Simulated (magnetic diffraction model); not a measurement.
## MnInSiO₅: the ordered moment from one line

Space group C2/c (no. 15), a = 6.9320 Å, b = 8.4280 Å, c = 7.3630 Å, β = 115.86°.

```csv
site,atom,x,y,z
4e,In,1/2,0.6614,1/4
4b,Mn,1/2,0,0
4e,Si,1/2,0.3210,1/4
4e,O,1/2,0.0777,3/4
8f,O,0.1826,0.0483,0.9101
8f,O,0.3959,0.2142,0.3864
```

This is a made-up structure (elements placed in a structure type, unrelaxed), so the numbers test the method and describe no known phase.

Only Mn is taken to order (form factors of Mn3+); orders and moment sizes are assumed, and not adapted to the symmetry. Radiation: neutrons of λ = 2.0775 Å, 5° to 40°; isotropic B of 0.59 Å² (In), 0.75 Å² (Mn), 0.87 Å² (Si) and 0.83 Å² (O). Simulated constant-wavelength pattern: nuclear and magnetic terms add, the magnetic one as |2.695 fm × Σ f S⊥ exp(2πi Q·r) exp(−B s²)|², summed over all Q at one angle with the factor 1/(sin²θ cos θ). For collinear order S is the moment m, which repeats by lattice and centring translations R with the sign exp(−2πi k·R). Free-ion form factors, Sears's scattering lengths of 1992, no absorption; a label names one of the reflections at its angle. The strongest nuclear line in the range is 100, and lines under 0.2 are left out.

In a first state the assumed order is k = (1/2 1/2 1/2), collinear moments along [100], 3.28 μB on Mn; signs + at (1/2, 0, 0), − at (1/2, 0, 1/2), with this pattern:

```
2θ (°)           index  nuclear  magnetic
 12.14  (1/2 1/2 -1/2)      0.0     129.2
 17.28   (1/2 1/2 1/2)      0.0      92.1
 23.53  (-1/2 3/2 1/2)      0.0      53.3
 23.91         (1 1 0)     92.9       0.0
 24.42        (1 1 -1)      9.8       0.0
 25.57  (1/2 1/2 -3/2)      0.0      45.0
 26.61  (1/2 -3/2 1/2)      0.0      41.3
 27.19  (-3/2 1/2 1/2)      0.0       3.8
 28.54         (0 2 0)     43.5       0.0
 30.74  (-3/2 1/2 3/2)      0.0       9.1
 32.72  (-1/2 3/2 3/2)      0.0      25.8
 33.51   (1/2 1/2 3/2)      0.0      24.3
 33.97         (0 2 1)     39.2       0.0
 34.03  (3/2 3/2 -1/2)      0.0      10.3
 34.80  (3/2 -1/2 1/2)      0.0      10.3
 34.97         (1 1 1)     78.9       0.0
```
(The table stops after 16 lines; 7 more lie at higher angle.)

**Question.** Nearer the ordering temperature the line at 12.14° has total intensity 32.3 on the same scale, and all moments have shrunk alike. How large is the Mn moment?

The nuclear part, 0.0, stays, so the magnetic part is 32.3 against 129.2. It goes as m², so m = 3.28 × √(32.3/129.2) = 1.64 μB; the value used was 1.64 μB.

[Logs are printed without paths, hosts, clocks, repeated set-up lines and the standing remarks that a program may print on its own settings, such as how far it seeks lower states.]
